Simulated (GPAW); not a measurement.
## PbO (P4/nmm): refractive index against wavelength

The refractive index of PbO (P4/nmm) along x below the direct gap (2.12 eV on the mesh) is read from one computed spectrum, n = √(Re ε). x, y and z are the Cartesian axes of the input cell.

The structure is tetragonal, space group P4/nmm (No. 129). Conventional cell: a = 3.990 Å, b = 3.990 Å, c = 5.010 Å, α = 90.00°, β = 90.00°, γ = 90.00°. Pb on site c has 4 O at 2.33 Å as nearest neighbours. O on site a has 4 Pb at 2.33 Å as nearest neighbours.

Method: GPAW 26.7.0, PBE, RPA, k-mesh 8×8×6, local fields up to 50 eV, Lorentzian half width 0.15 eV.

Launch of the response step: `OMP_NUM_THREADS=1 python df.py`. The run took 3.8 min, its band step included, on 1 thread of Arm Neoverse V1, on a shared host.

```tsv
wavelength (nm)	photon energy E (eV)	n
3000	0.413	2.5610
2000	0.620	2.5724
1550	0.800	2.5866
1310	0.946	2.6012
1064	1.165	2.6290
850	1.459	?
```

In the single-oscillator model n² − 1 = E₀E_d/(E₀² − E²), so 1/(n² − 1) = E₀/E_d − E²/(E₀E_d) is linear in E².

Working, on the rows shown:

| x = E² (eV²) | y = 1/(n² − 1) |
| --- | --- |
| 0.170801 | 0.179897 |
| 0.384302 | 0.178023 |
| 0.639837 | 0.175731 |
| 0.895757 | 0.173423 |
| 1.35784 | 0.169158 |

Means: x̄ = 0.68971, ȳ = 0.17525. Σ(x − x̄)(y − ȳ) = -0.007729, Σ(x − x̄)² = 0.8539. Slope = -0.007729 / 0.8539 = -0.009052; intercept = ȳ − slope · x̄ = 0.18149. Turned back into n, the line misses the rows shown by at most 0.00028.

Question: Predict the last column of the withheld row from the fit.

Answer: At x = 2.1276 the line gives y = 0.16223, that is 2.6766. The run gave 2.6802, so the extrapolation is off by 0.0036, 3 % of the range in the table.

Refitted with all rows, the slope is -0.009289 and the intercept 0.18163. These give E₀ = √(intercept/−slope) = 4.42 eV and E_d = E₀/intercept = 24.3 eV; E₀ is 2.1 times the direct gap. The electronic limit at long wavelengths, without lattice vibrations, is n = √(1 + 1/intercept) = 2.551. The cell comes from an older database entry, whose edges can be off by a per cent or so. Excitons are left out. The values come from a sum over the points of one k-mesh and carry its error, which grows as the direct gap shrinks. This version of GPAW has incomplete matrix elements in the optical limit, which can lower ε − 1 by up to a tenth where first-row anions or d states rule. Spin-orbit coupling is left out.

[Logs are printed without paths, hosts, clocks, repeated set-up lines and the standing remarks that a program may print on its own settings, such as how far it seeks lower states.]
